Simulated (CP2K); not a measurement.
The C K edge of cyclopropene was computed by TDDFT (CP2K XAS_TDP, aug-cc-pVTZ, TDA) at these levels: PBEh(45%), PBEh(45%) + GW2X and PBEh(60%). The first three lines of C1 (bonded to 2 C and H) with a strength over 0.0015, energy in eV and strength:

```csv
run,first,second,third
1,285.49 (0.052),288.81 (0.007),289.37 (0.005)
2,281.00 (0.053),284.33 (0.007),284.88 (0.005)
3,284.91 (0.062),288.96 (0.013),289.69 (0.029)
```

Question: Which run is which?

Run 1: PBEh(45%) + GW2X (45 % exact exchange). Run 2: PBEh(45%) (45 % exact exchange). Run 3: PBEh(60%) (60 % exact exchange). Self-interaction lifts the core level, so the uncorrected lines rise with the share of exact exchange. The GW2X run keeps the spacings of its parent: 3.32 eV between the first two lines in run 1, 3.33 eV in run 2. Its shift is +4.49 eV, since the Kohn–Sham level at this share of exchange lies that far above the quasiparticle level.

[Banner, clock and machine lines of the logs are left out without a mark of their own.]

[Logs are printed without paths, hosts, clocks, repeated set-up lines and the standing remarks that a program may print on its own settings, such as how far it seeks lower states.]

[Hosts, paths, dates, database ids (printed as entryN), source tags and the programs' standing remarks are cut or masked in the printed files.]
